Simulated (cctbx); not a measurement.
# Symmetry from intensities

Cell: a = 10.6910 Å, b = 10.6910 Å, c = 10.6910 Å, α = 90.00°, β = 90.00°, γ = 90.00°. Expected content of the cell: Tl8 Ti16 S32.

The data are simulated with cctbx, not measured: Ga Kα, λ = 1.3414 Å, to d = 0.83 Å, 95 % of the full sphere, strongest reflection 70000 counts, noise from counting, a 3 % proportional error and a noise floor of 2 counts (s.d.); no absorption.

Tests on the unmerged data give:

```text
8476 reflections to d = 0.832 A
centring   violations  <I/sigma> of those
    A          0 of  4267     -0.0
    B          0 of  4218     -0.0
    C          0 of  4239     -0.0
    I       1033 of  4279      6.5
    R       1119 of  5610      5.3
    F          0 of  6362     -0.0
Laue class    unique    Rint  (classes that these axes allow; Friedel mates merged)
F m m m           334   0.024
F m -3            116   0.026
F m -3 m           83   0.026
space group    extra absences  I>4sigma  <I/sigma>
F 4 3 2                 0          0         -  acentric
F 41 3 2               17          0      -0.1  acentric
F -4 3 m                0          0         -  acentric
F m -3 m                0          0         -  centric
F d -3 m :1           174          0       0.1  centric
F d -3 m :2           174          0       0.1  centric
Wilson B = 1.80 A^2   <|E^2-1|> = 0.710 (0.968 centric, 0.736 acentric)   E^2>4: 0.0 %
shell (A)         n   <I/sigma>
 6.17 - 1.51     19     83.3
 1.51 - 1.20     15    105.9
 1.20 - 1.05     12     93.8
 1.05 - 0.96     12    111.5
 0.96 - 0.89     13     85.5
 0.89 - 0.83     12     90.2
```

**Question.** What are the lattice type, the Laue class and the likely space group?

The reflections that A, B, C and F centring forbids are absent (⟨I/σ⟩ near 0), so the lattice is F. F holds A, B and C together.

Rint stays low (0.024 to 0.026) up to F m -3 m, the highest class in these axes.

6 settings pass the absence test. The most absences obeyed, 174, belong to F d -3 m alone.

⟨|E²−1|⟩ = 0.710 leans to a non-centrosymmetric structure. Here that hint misleads: the statistic assumes many like atoms on general positions, and few, heavy or special-position atoms break it. The Wilson B of 1.80 Å² means U ≈ 0.0228 Å².

The true group is Fd-3m (no. 227, origin choice 1), Laue class m-3m, centrosymmetric. The tables fix it.

The model is made up (kin elements in a known structure type, no relaxation), so it says nothing on whether the phase exists.

[Logs are printed without paths, hosts, clocks, repeated set-up lines and the standing remarks that a program may print on its own settings, such as how far it seeks lower states.]
